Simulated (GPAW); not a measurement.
Two runs for the Zn K edge of atom 6 in ZnPPd5 (P4/mmm). Run A: GPAW, LDA, excited-electron core hole (neutral cell), 14-atom cell with 5.5 Å between holes, 5×5×5 k points, dipole transitions, Gaussian full width 1.67 eV up to 4 eV, rising linearly to 3.5 eV at 25 eV. Run B has a fault in its input.

Energy from the lowest empty level; intensity scaled to a mean of 1 over the first 20 eV:

```tsv
E (eV)	A	B
-2.0	0.00	0.00
-1.0	0.02	0.06
0.0	0.20	0.43
1.0	0.65	0.48
2.0	0.83	0.23
3.0	0.78	0.27
4.0	0.76	1.44
5.0	0.77	1.67
6.0	0.77	0.57
7.0	0.99	1.15
8.0	1.58	1.58
9.0	1.88	0.94
10.0	1.57	0.67
11.0	1.22	0.75
12.0	1.10	1.08
13.0	1.11	1.29
14.0	1.10	1.13
15.0	1.04	1.34
16.0	0.93	1.84
17.0	0.82	1.71
18.0	0.77	0.92
19.0	0.74	0.40
20.0	0.71	0.29
21.0	0.65	0.27
22.0	0.60	0.26
23.0	0.60	0.39
24.0	0.64	0.66
25.0	0.71	0.86
26.0	0.83	0.82
27.0	0.96	0.70
28.0	1.06	0.84
29.0	1.11	1.38
30.0	1.13	2.14
31.0	1.16	2.59
32.0	1.19	2.35
```

**Question.** What went wrong in run B?

The spectrum is summed over the zone centre alone. Against the first run the r.m.s. difference is 49 %. Another feature, at 4.6 eV (1.96), becomes the highest below 24 eV; the one at 9.0 eV (1.88) is now at 7.8 eV (1.62). Other settings could leave a like mark; this is the one that was changed.

[Banner, clock and machine lines of the logs are left out without a mark of their own.]

[Logs are printed without paths, hosts, clocks, repeated set-up lines and the standing remarks that a program may print on its own settings, such as how far it seeks lower states.]

[Hosts, paths, dates, database ids (printed as entryN), source tags and the programs' standing remarks are cut or masked in the printed files.]

[Lists of maxima count a maximum above −3 eV only where it reaches 4 % of the highest in the window and stands out from its surroundings by 2 % of it (1.5 % where it reaches 55 %); shoulders and weaker maxima are passed over, and of the rest the first, up to two pre-edge ones and the few strongest are named.]
